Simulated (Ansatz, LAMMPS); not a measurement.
# Forces and charges in glassy 57SiO2-27Al2O3-16BaO (mol %) (149 atoms)

What does DFT give for glassy 57SiO2-27Al2O3-16BaO (mol %) (149 atoms) as built?

Method: Kohn-Sham DFT, PBE, PAW (set soft_2), plane waves, in Ansatz 0.2.0.

## 1. The starting structure

The cell holds 149 atoms: 25 Si, 24 Al, 7 Ba and 93 O. Cell: a = 12.759 Å, b = 12.759 Å, c = 12.759 Å, α = 90.0°, β = 90.0°, γ = 90.0°. 149 atoms (25 Si, 24 Al, 7 Ba, 93 O) placed at random at 3.04 g/cm³, melted at 4000 K for 10 ps at fixed volume with the Morse and Coulomb pair potential with partial charges (Pedone, Malavasi, Menziani, Cormack and Segre, J. Phys. Chem. B 110, 11780 (2006)). Quenched from 4000 K to 300 K at 25 K/ps and fixed volume, held 5 ps.

Limits known from the start: The quench rate of 25 K/ps far exceeds what a furnace or splat quench reaches, so expect more defects and frozen-in strain than in a real sample. The network of bonds at the start is that of the classical potential that made the cell, and needn't be the one that DFT or experiment would give. Sampling is at Γ alone, for a cell whose shortest periodic width is 13 Å. Spin–orbit coupling is left out, which matters for the levels of the heavy elements.

## 2. The classical run that made the cell

A classical potential supplies the starting structure, since it reaches far longer times than DFT.

This step: classical MD, Morse and Coulomb pair potential with partial charges (Pedone, Malavasi, Menziani, Cormack and Segre, J. Phys. Chem. B 110, 11780 (2006)) (LAMMPS 22 Jul 2025 - Update 4).

File in.lmp:

```
# melt-quench of Si25Al24Ba7O93
units metal
atom_style charge
boundary p p p
region box block 0 12.7591 0 12.7591 0 12.7591
create_box 4 box
mass 1 28.0850   # Si
mass 2 26.9815   # Al
mass 3 137.3270   # Ba
mass 4 15.9990   # O
create_atoms 1 random 25 254758 NULL overlap 1.5 maxtry 2000
create_atoms 2 random 24 254765 NULL overlap 1.5 maxtry 2000
create_atoms 3 random 7 254772 NULL overlap 1.5 maxtry 2000
create_atoms 4 random 93 254779 NULL overlap 1.5 maxtry 2000
pair_style hybrid/overlay pedone 5.5 coul/long 8.0
pair_coeff * * coul/long
pair_coeff 1 4 pedone 0.340554 2.006700 2.100000 1   # Si-O
pair_coeff 2 4 pedone 0.361581 1.900442 2.164818 0.9   # Al-O
pair_coeff 3 4 pedone 0.065011 1.547596 3.393410 5   # Ba-O
pair_coeff 4 4 pedone 0.042395 1.379316 3.618701 22   # O-O
set type 1 charge 2.4
set type 2 charge 1.8
set type 3 charge 1.2
set type 4 charge -1.2
kspace_style pppm 1.0e-4
neigh_modify delay 0 every 1 check yes
thermo_style custom step time temp pe press density
thermo_modify norm yes
timestep 0.002
thermo 100
min_style cg
minimize 1e-4 1e-4 200 2000
reset_timestep 0
velocity all create 4000 254759 mom yes dist gaussian
# [... 11 lines left out ...]
fix md all nvt temp 4000 300 0.2
run 74000 post no
unfix md
thermo 1250
fix md all nvt temp 300 300 0.2
run 2500 post no
unfix md
write_dump all custom glass.dump id type xs ys zs modify sort id
```

Launch:

```bash
> lmp -in in.lmp -log none -nocite
```

Numbers of over 12 decimals in the logs are rounded to 6 here.

What it wrote:

```text
LAMMPS (22 Jul 2025 - Update 4)
Created orthogonal box = (0 0 0) to (12.7591 12.7591 12.7591)
Created 25 atoms
Created 24 atoms
Created 7 atoms
Created 93 atoms
PPPM initialization ...
  G vector (1/distance) = 0.38838265
  grid = 15 15 15
  estimated relative force accuracy = 4.2161749e-05
   Step          Time           Temp          PotEng         Press         Density
         0   0              0              0.28720872     679301.66      3.0369956
        90   0.18           0             -14.812992     -8023.3274      3.0369956
Loop time of 0.175223 s on 1 MPI rank(s) for 90 steps with 149 atoms
Minimization stats:
  Stopping criterion = energy tolerance
[... 17 lines left out ...]
[... 1 line left out ...]
Loop time of 6.56693 s on 1 MPI rank(s) for 5000 steps with 149 atoms
   Step          Time           Temp          PotEng         Press         Density
[... 11 lines left out ...]
     80000   160            287.50934     -14.989959     -37586.493      3.0369956
Loop time of 92.9484 s on 1 MPI rank(s) for 74000 steps with 149 atoms
   Step          Time           Temp          PotEng         Press         Density
     80000   160            287.50934     -14.989959     -37586.493      3.0369956
     81250   162.5          296.66062     -14.98817      -35966.84       3.0369956
     82500   165            307.18107     -14.989469     -32809.911      3.0369956
Loop time of 2.99834 s on 1 MPI rank(s) for 2500 steps with 149 atoms
```

Run time: 1.7 min. Hardware: 1 thread of Arm Neoverse N1, shared host; peak memory 0.076 GiB.

## 3. Plane-wave single point

One self-consistent run at the given positions yields energy and forces.

File input.yaml:

```yaml
crystal:
  lattice:
    - [12.7591, 0.0, 0.0]
    - [0.0, 12.7591, 0.0]
    - [0.0, 0.0, 12.7591]
  atoms:
    - { symbol: Si, position: [0.40445, 0.16267, 0.43827] }
    - { symbol: Si, position: [0.801, 0.14828, 0.72895] }
    - { symbol: Si, position: [0.16423, 0.42629, 0.32439] }
    - { symbol: Si, position: [0.27396, 0.09871, 0.99365] }
    - { symbol: Si, position: [0.89707, 0.41423, 0.58932] }
    - { symbol: Si, position: [0.45559, 0.5258, 0.01046] }
    - { symbol: Si, position: [0.67217, 0.58575, 0.66039] }
    - { symbol: Si, position: [0.01274, 0.56109, 0.19372] }
    - { symbol: Si, position: [0.76419, 0.5558, 0.21558] }
    - { symbol: Si, position: [0.87214, 0.73477, 0.71927] }
    - { symbol: Si, position: [0.0909, 0.28665, 0.52109] }
    - { symbol: Si, position: [0.88958, 0.80232, 0.40472] }
    - { symbol: Si, position: [0.39511, 0.7581, 0.95095] }
    - { symbol: Si, position: [0.0498, 0.46776, 0.95364] }
    - { symbol: Si, position: [0.6683, 0.97556, 0.84433] }
    - { symbol: Si, position: [0.62765, 0.07877, 0.46338] }
    - { symbol: Si, position: [0.63584, 0.54577, 0.42865] }
    - { symbol: Si, position: [0.30246, 0.08771, 0.23723] }
    - { symbol: Si, position: [0.49049, 0.24325, 0.71856] }
    - { symbol: Si, position: [0.89934, 0.199, 0.08668] }
    - { symbol: Si, position: [0.01759, 0.17677, 0.85694] }
    - { symbol: Si, position: [0.08206, 0.6187, 0.75914] }
    - { symbol: Si, position: [0.09677, 0.9912, 0.72777] }
    - { symbol: Si, position: [0.25425, 0.89139, 0.37064] }
    - { symbol: Si, position: [0.74037, 0.38458, 0.05051] }
    - { symbol: Al, position: [0.27124, 0.3589, 0.92237] }
    - { symbol: Al, position: [0.1731, 0.82108, 0.86839] }
    - { symbol: Al, position: [0.28051, 0.48651, 0.69695] }
    - { symbol: Al, position: [0.01725, 0.59638, 0.4716] }
    - { symbol: Al, position: [0.4509, 0.39226, 0.52221] }
    - { symbol: Al, position: [0.79444, 0.98674, 0.04755] }
    - { symbol: Al, position: [0.92954, 0.84203, 0.94472] }
    [... 111 atom lines left out ...]
    - { symbol: O, position: [0.97363, 0.66298, 0.69367] }
    - { symbol: O, position: [0.82088, 0.83797, 0.64011] }
    - { symbol: O, position: [0.16028, 0.04919, 0.00211] }
    - { symbol: O, position: [0.07526, 0.50564, 0.28916] }
    - { symbol: O, position: [0.34753, 0.83986, 0.43112] }
    - { symbol: O, position: [0.57071, 0.01037, 0.91233] }
kpoints:
  mp_grid: { grid: [1, 1, 1] }
hamiltonian:
  xc: pbe
scf:
  occupations: { method: fixed }
output:
  forces: true
  stress: true
  populations: true
  dos:
    method: { smearing: { sigma: 0.1 } }
    de: 0.1
    projected: { site_lists: { Al: [Al], Ba: [Ba], O: [O], Si: [Si] } }
  eigenvalues: true
  write_density: true
  write_potential: true
  volumetric_format: npy
```

Launch:

```bash
> ansatz run input.yaml --threads 8 --pin off --max-ram 15872MiB --backend cpu --events-out ev --progress --plain --runs-dir out
```

What it wrote:

```text
Engine: ansatz 0.2.0, aarch64-unknown-linux-gnu
Pseudopotentials: kind: paw
Pseudopotential: Si, paw, valence charge 4, recommended cutoff 420 eV (normal), Si.paw.azcp
Pseudopotential: Al, paw, valence charge 3, recommended cutoff 420 eV (normal), Al.paw.azcp
Pseudopotential: Ba, paw, valence charge 10, recommended cutoff 420 eV (normal), Ba.paw.azcp
Pseudopotential: O, paw, valence charge 6, recommended cutoff 420 eV (normal), O.paw.azcp
Functional definition: PBE
  parameter kappa = 0.804
  parameter beta = 0.066725
  exchange = pbe_x(kappa = kappa, mu = beta*pi^2/3)
  correlation = pbe_c(beta = beta)
Crystal: 149 atoms, lattice volume = 2077.113 Å³
Basis set: ecut = 420 eV, 40651 PW (Γ), exchange–correlation on 180×180×180 points (8 copies of the dense FFT grid, shifted against one another)
Bands: 549, of which v1, the nominal top of the filled ones, is band 400 counted from 1 (399 counted from 0)
Symmetry: 1 space group operations
Space group: P1 (ITA 1), of the structure as read, at distance tolerance 1.3e-4 Å
k-points: 1
Non-local potential: Si, projectors of the file, l = 0: 2, l = 1: 2, l = 2: 2
Non-local potential: Al, projectors of the file, l = 0: 2, l = 1: 2, l = 2: 1
Non-local potential: Ba, projectors of the file, l = 0: 3, l = 1: 2, l = 2: 2, l = 3: 2
Non-local potential: O, projectors of the file, l = 0: 2, l = 1: 2, l = 2: 1
PAW form: soft (Blöchl's): semilocal exchange-correlation on the pseudo side does not see the compensation charge
PAW one-centre angular grid: Si, 110 points (default); XC on 64 Gauss nodes
PAW one-centre angular grid: Al, 110 points (default); XC on 64 Gauss nodes
PAW one-centre angular grid: Ba, 194 points (default); XC on 64 Gauss nodes
PAW one-centre angular grid: O, 110 points (default); XC on 64 Gauss nodes
Initial density: superposition of atomic densities (neutral atoms: chi_scale 0, normalization atom), corrected by the library's trained network
Initial wavefunctions: pseudopotential atomic-orbital guess
Functional: x = pbe(κ = 0.804, μ = 0.219515), c = pbe(β = 0.066725)
SCF iter   1: F=—  HF=-123391.478817 eV  |F-HF|=—  |Δ(HF+E_count)|=         —  Δρ=2.09e-3  dr2=1.56e-1  ethr=1.77e-3  ⟨swp⟩=5.0  Hψ=2136  notcnv=0  defer=147
preconditioner: auto → Resta (q_TF=auto, 2.327 Å⁻¹)  ε∞=3.3  [insulator: Δε(μ)=3.122 eV  Ē_g=15.000 eV  n_scr=460 (ndim 8)  ℏωp=22.8 eV  f_vac=0.108  ε∞_Penn≈3.3]
SCF iter   2: F=—  HF=-123391.476064 eV  |F-HF|=—  |Δ(HF+E_count)|=   2.75e-3  Δρ=1.15e-3  dr2=4.25e-2  ethr=1.94e-5  ⟨swp⟩=2.0  Hψ=883  notcnv=0  defer=147
SCF iter   3: F=—  HF=-123391.477284 eV  |F-HF|=—  |Δ(HF+E_count)|=   1.22e-3  Δρ=5.90e-4  dr2=1.17e-2  ethr=5.32e-6  ⟨swp⟩=3.0  Hψ=723  notcnv=0  defer=147
SCF iter   4: F=—  HF=-123391.475792 eV  |F-HF|=—  |Δ(HF+E_count)|=   1.49e-3  Δρ=1.80e-4  dr2=8.42e-4  ethr=1.46e-6  ⟨swp⟩=3.0  Hψ=723  notcnv=0  defer=147
SCF iter   5: F=—  HF=-123391.475936 eV  |F-HF|=—  |Δ(HF+E_count)|=   1.44e-4  Δρ=1.27e-4  dr2=2.76e-4  ethr=1.05e-7  ⟨swp⟩=2.0  Hψ=800  notcnv=0  defer=147
SCF iter   6: F=—  HF=-123391.475930 eV  |F-HF|=—  |Δ(HF+E_count)|=   5.48e-6  Δρ=3.07e-5  dr2=2.12e-5  ethr=3.44e-8  ⟨swp⟩=2.0  Hψ=798  notcnv=0  defer=145
SCF iter   7: F=—  HF=-123391.476234 eV  |F-HF|=—  |Δ(HF+E_count)|=   3.03e-4  Δρ=1.27e-5  dr2=3.59e-6  ethr=2.64e-9  ⟨swp⟩=2.0  Hψ=942  notcnv=0  defer=145
SCF iter   8: F=—  HF=-123391.476236 eV  |F-HF|=—  |Δ(HF+E_count)|=   2.47e-6  Δρ=9.06e-6  dr2=1.42e-6  ethr=4.48e-10  ⟨swp⟩=2.0  Hψ=787  notcnv=0  defer=145
SCF iter   9: F=-123391.476236 eV  HF=-123391.476236 eV  |F-HF|=3.52e-8  |Δ(HF+E_count)|=   3.51e-8  Δρ=2.02e-6  dr2=8.77e-8  ethr=1.25e-11  ⟨swp⟩=25.0  Hψ=6826  notcnv=0
SCF 1 converged in 9 iterations: F = -123391.476236 eV  dr2 = 8.77e-8
  greatest PAW one-centre occupation: 0.955 electrons in one spin orbital (limit 2), on the Ba atom at site 53 (counted from 0), in its partial waves of l = 0
SCF converged after 9 iterations
Free energy (F): -123391.476236 eV
Harris-Foulkes:  -123391.476236 eV  (|F-HF|=3.52e-8)
Internal energy: -123391.476236 eV  (E = F + TS)
E sigma→0 (E₀):  -123391.476236 eV
Fermi energy:    4.481227 eV
--- Per-component energies (eV) ---
  E_band       = -2815.933137
  E_kinetic    = 19507.447881
  E_local      = -51002.903445  (includes V_loc(G=0)·N_el)
  E_nonlocal   = 5715.417719
  E_hartree    = 19236.570323
  E_xc         = -10463.529019
  E_vxc        = -11688.106014  (∫ρ·V_xc dr)
  E_paw        = -75405.833717  (= ΣΔE_a)
  E_vpaw       = -3821.154274  (= ΣTr[D̂ρ^β])
  E_aug_tail   = 0.236841  (compensation charges beyond the density's cutoff)
  E_ewald      = -30978.882820
  E_smearing   = -0.000000  (= −TS)
  E_closure    = 0.000000  (closes the sum)
  Σ components = -123391.476236   (vs F -123391.476236, Δ=0.00e0)
--- Forces (eV/Å), atoms counted from 1 ---
  atom   1  Si    -0.27675048    -1.55953369    -1.72802521
  atom   2  Si     1.65548416    -0.92867802     0.69496912
  atom   3  Si    -0.03223095    -0.99056810     2.91912564
  atom   4  Si     0.63311512     0.38665989     1.98774600
  atom   5  Si    -1.13867278    -2.81353383    -0.16881418
  atom   6  Si     1.42124175     1.81699324    -1.98893548
  atom   7  Si     0.41756097     0.04110250     0.56967942
  atom   8  Si    -1.67099870     0.43305345    -1.17034906
  atom   9  Si     2.48543914    -0.06827938    -0.35105417
  atom  10  Si    -1.50475155     0.44449840    -3.25884225
  atom  11  Si     0.30213545     1.39364865     0.13349741
  atom  12  Si    -2.80941521     4.54425113    -1.34441344
  atom  13  Si     1.04511818     0.13408267    -0.15286124
  atom  14  Si    -1.29727950     1.24124400     1.27327290
[...]
atom 148  O      2.60357174    -1.74297936     1.47740116
  atom 149  O     -1.88155605     1.03967573    -0.09308027
  max |Σ_I F_I| component: 1.28e-4 eV/Å
--- Stress (GPa, compression-positive) ---
        2.805045      -0.543294      -0.676413
       -0.543284       5.566968      -0.554607
       -0.676416      -0.554612       3.270678
  P = ⅓ Tr σ = 3.8809 GPa (38.809 kbar)
--- Band table (eV) ---
  k-point 0: bands = ["-22.9786", "-22.9677", "-22.6385", "-22.4681", [... 533 levels ...], "13.2675", "13.2793", "13.2943", "13.3279", "13.3493", "13.3802", "13.3896", "13.3955", "13.4324", "13.4643", "13.4733", "13.5007"]
--- Löwdin populations: 149 sites ---
  site symbol       q [e]
     0     Si      2.2447
     1     Si      2.2209
     2     Si      2.2487
[...]
148      O      6.8976
  spilling = 0.011756 (of n_electrons = 800.000000)
```

Run time: 65 s. Hardware: 8 threads of Arm Neoverse N1, shared host; peak memory 3.2 GiB; 7.7 min of CPU time.

Read from the output:

```
free energy                                      : -123391.4762 eV
free energy per atom                             : -828.1307 eV/atom
SCF cycles                                       : 9
pressure                                         : 3.881 GPa
r.m.s. force component                           : 1.205 eV/Å
longest force                                    : 5.826 eV/Å
Fermi energy                                     : 4.481 eV
gap (highest filled to lowest empty level) : 3.024 eV
spilling of the projection                       : 0.01176
```

Neighbours are counted within 2.12 Å (O-Si), 2.33 Å (O-Al), 3.52 Å (O-Ba).

Length of the force by element and coordination:

| element | coordination | atoms | mean length of the force (eV/Å) | spread | least | most |
| --- | --- | --- | --- | --- | --- | --- |
| Al | all | 24 | 1.74 | 0.716 | 0.486 | 3.32 |
| Al | 3 | 2 | 2.82 | 0.501 | 2.32 | 3.32 |
| Al | 4 | 22 | 1.64 | 0.648 | 0.486 | 2.93 |
| Ba | all | 7 | 0.763 | 0.334 | 0.350 | 1.37 |
| Ba | 6 | 1 | 0.597 | 0 | 0.597 | 0.597 |
| Ba | 7 | 1 | 0.734 | 0 | 0.734 | 0.734 |
| Ba | 8 | 4 | 0.860 | 0.412 | 0.350 | 1.37 |
| Ba | 11 | 1 | 0.569 | 0 | 0.569 | 0.569 |
| O | all | 93 | 1.69 | 1.10 | 0.165 | 5.83 |
| O | 2 | 36 | 1.39 | 0.980 | 0.165 | 4.50 |
| O | 3 | 50 | 1.83 | 1.15 | 0.417 | 5.83 |
| O | 4 | 7 | 2.22 | 0.837 | 0.634 | 3.46 |
| Si | all | 25 | 2.45 | 1.12 | 0.702 | 5.51 |

Löwdin charges by element and coordination (they lack the spilled electrons, 0.063 e an atom on average):

| element | coordination | atoms | mean charge (e) | spread | least | most |
| --- | --- | --- | --- | --- | --- | --- |
| Al | all | 24 | 1.34 | 0.0465 | 1.24 | 1.44 |
| Al | 3 | 2 | 1.42 | 0.0254 | 1.39 | 1.44 |
| Al | 4 | 22 | 1.33 | 0.0414 | 1.24 | 1.38 |
| Ba | all | 7 | 1.92 | 0.0242 | 1.87 | 1.95 |
| Ba | 6 | 1 | 1.87 | 0 | 1.87 | 1.87 |
| Ba | 7 | 1 | 1.90 | 0 | 1.90 | 1.90 |
| Ba | 8 | 4 | 1.92 | 0.0145 | 1.90 | 1.94 |
| Ba | 11 | 1 | 1.95 | 0 | 1.95 | 1.95 |
| O | all | 93 | -0.852 | 0.0496 | -1.03 | -0.765 |
| O | 2 | 36 | -0.828 | 0.0387 | -0.942 | -0.770 |
| O | 3 | 50 | -0.861 | 0.0483 | -1.03 | -0.765 |
| O | 4 | 7 | -0.906 | 0.0432 | -1.00 | -0.857 |
| Si | all | 25 | 1.73 | 0.039 | 1.63 | 1.79 |

States in the cell by windows of 1 eV, zero at the Fermi level; the larger projections on atomic orbitals stand beside the total:

| from (eV) | to (eV) | total | O p | Si p | O s | Ba p |
| --- | --- | --- | --- | --- | --- | --- |
| -18 | -17 | 57.6 | 0.4 | 6.2 | 45.8 | 0.1 |
| -17 | -16 | 13.5 | 0.1 | 0.7 | 10.9 | 0.1 |
| -16 | -15 | 2.2 | 0.0 | 0.0 | 1.7 | 0.0 |
| -15 | -13 | 0.0 | 0.0 | 0.0 | 0.0 | 0.0 |
| -13 | -12 | 22.3 | 0.3 | 0.1 | 0.2 | 21.6 |
| -12 | -11 | 19.7 | 0.6 | 0.1 | 0.2 | 18.6 |
| -11 | -10 | 0.0 | 0.0 | 0.0 | 0.0 | 0.0 |
| -10 | -9 | 11.2 | 7.5 | 0.5 | 0.6 | 0.0 |
| -9 | -8 | 14.9 | 10.3 | 0.7 | 0.8 | 0.0 |
| -8 | -7 | 24.5 | 17.7 | 1.6 | 0.9 | 0.1 |
| -7 | -6 | 47.7 | 36.4 | 4.8 | 0.8 | 0.1 |
| -6 | -5 | 55.4 | 43.6 | 5.4 | 1.1 | 0.1 |
| -5 | -4 | 71.6 | 59.2 | 3.9 | 1.9 | 0.2 |
| -4 | -3 | 94.0 | 83.5 | 2.7 | 1.8 | 0.3 |
| -3 | -2 | 105.0 | 97.6 | 1.9 | 1.0 | 0.3 |
| -2 | -1 | 97.2 | 92.5 | 1.0 | 0.6 | 0.1 |
| -1 | 0 | 35.4 | 33.9 | 0.2 | 0.2 | 0.0 |
| 0 | 1 | 1.1 | 1.1 | 0.0 | 0.0 | 0.0 |
| 1 | 2 | 0.0 | 0.0 | 0.0 | 0.0 | 0.0 |
| 2 | 3 | 0.6 | 0.0 | 0.0 | 0.1 | 0.0 |
| 3 | 4 | 5.9 | 0.4 | 0.2 | 0.6 | 0.0 |
| 4 | 5 | 29.0 | 1.8 | 1.6 | 2.1 | 0.0 |

With fixed occupations the program's Fermi level is the highest filled level; weight inside the gap is the broadening of levels at its edges.

Between -26 and -18 eV lie 113 more states.

The levels nearest the highest filled one (over half full), pooled over k-points and spins:

```
level less the highest filled one (eV)  occupation
                                -0.519           2
                                -0.501           2
                                -0.323           2
                                -0.311           2
                                -0.185           2
                                     0           2
                                  3.02           0
                                  3.46           0
                                  3.65           0
                                  4.04           0
                                  4.16           0
                                  4.23           0
```

Electrostatic potential energy in the bc plane at fractional x = 0.173, with atoms of Si and Al and Ba and O within 0.2 Å of it. With pseudopotentials it is smooth inside the atoms' cores, unlike the true potential.

Values in eV, 13 rows by 16 columns, each cell a mean:
```
 -5  -3   8  10   9   7 -23 -10  10  11  11   9   3   0   6   9
 10  10  10   9   9   7   8  10  10  10  10   6  -8  -4  -2   9
  7   9   9   1  -1   7  10  10   9   7   4 -24  -9  -4 -15 -11
  2   7   8   0  -8   4   9   8 -10  -3   6  -4   4   6  -4  -8
 -9 -17   9   7 -22  -5  10   9  -9   1   7  -6 -23 -13   4   7
 -2  -8   2   7 -13   0  10  10  10   9   7 -14 -34 -24   3   8
 -8  -5  -4   6   3   6   8   9   7 -26  -5   4  -5   0   5 -13
  2   2   7   9   9   6  -4   2   7   1   8  11   9   6   0 -19
 10   9   7   8   8   0 -30 -28   4  10  11  11 -12 -24   3   8
 10 -11 -25   0  -9 -31 -13 -10   7  10  10  10   3   0  10  10
 11   7   3   4   6   3   9   9   9  10  10  10   8   9  11  11
 10  10   9   9  10  11  11  11  11  10  11  11  10  11  11  11
-15 -10   8  10  10  10   1   5  11  11  11  11  10  10   9   8
```
Columns run along b (12.8 Å; values clipped at the 3rd and 97th percentile), rows up along c (12.8 Å). Atoms in or near the plane, at fractional coordinates: Si at (0.43, 0.32), Al at (0.82, 0.87), Al at (0.08, 0.51), Ba at (0.78, 0.59), O at (0.81, 0.32), O at (0.29, 0.62), O at (0.42, 0.97), O at (0.32, 0.26), O at (0.05, 0.00).

Valence density in the bc plane at fractional x = 0.173, with atoms of Si and Al and Ba and O within 0.2 Å of it. It is the smooth field of the valence electrons, not physical close to the nuclei.

Values in e/Å³, 13 rows by 16 columns, each cell a mean:
```
1.6 1.2 0.1 0.0 0.0 0.3 3.6 2.1 0.1 0.0 0.0 0.0 0.1 0.1 0.1 0.1
0.1 0.0 0.1 0.3 0.2 0.1 0.2 0.2 0.0 0.0 0.1 0.2 0.2 0.1 0.2 0.1
0.2 0.0 0.1 0.8 0.6 0.1 0.1 0.1 0.1 0.1 0.5 3.4 1.1 0.3 2.2 2.0
0.4 0.3 0.1 0.2 0.3 0.1 0.1 0.2 2.0 1.2 0.3 1.2 0.4 0.2 1.2 1.3
1.6 2.5 0.2 0.4 3.5 1.5 0.1 0.2 1.9 1.0 0.1 0.5 1.0 0.7 0.1 0.2
0.5 0.6 0.1 0.3 2.2 1.0 0.1 0.0 0.1 0.3 0.2 0.8 1.0 1.0 0.2 0.1
0.6 0.1 0.2 0.2 0.2 0.3 0.4 0.1 0.4 3.7 1.5 0.2 0.4 0.3 0.5 2.3
0.7 0.1 0.1 0.1 0.1 0.5 0.9 0.2 0.2 0.9 0.4 0.1 0.2 0.3 0.7 3.1
0.1 0.2 0.4 0.1 0.2 0.6 0.3 0.2 0.2 0.0 0.0 0.1 2.4 3.7 0.4 0.1
0.1 2.1 3.6 0.4 1.6 4.5 0.7 0.2 0.1 0.0 0.0 0.1 0.7 1.0 0.1 0.0
0.0 0.4 0.7 0.1 0.3 0.7 0.1 0.0 0.0 0.0 0.0 0.0 0.0 0.1 0.1 0.0
0.1 0.1 0.0 0.0 0.0 0.0 0.0 0.0 0.0 0.0 0.0 0.0 0.0 0.0 0.1 0.1
2.7 2.1 0.1 0.0 0.0 0.1 1.1 0.6 0.0 0.0 0.0 0.0 0.0 0.0 0.0 0.2
```
Columns run along b (12.8 Å), rows up along c (12.8 Å). Atoms in or near the plane, at fractional coordinates: Si at (0.43, 0.32), Al at (0.82, 0.87), Al at (0.08, 0.51), Ba at (0.78, 0.59), O at (0.81, 0.32), O at (0.29, 0.62), O at (0.42, 0.97), O at (0.32, 0.26), O at (0.05, 0.00).

Mean Löwdin charges: Al +1.34, Ba +1.92, O -0.85, Si +1.73 e (they miss 1.2 % of the electrons, so they add up to more than the cell's charge).

(Part 1 of 2 ends here.)

[Logs are printed without paths, hosts, clocks, repeated set-up lines and the standing remarks that a program may print on its own settings, such as how far it seeks lower states.]

[Hosts, paths, dates, database ids (printed as entryN), source tags and the programs' standing remarks are cut or masked in the printed files.]
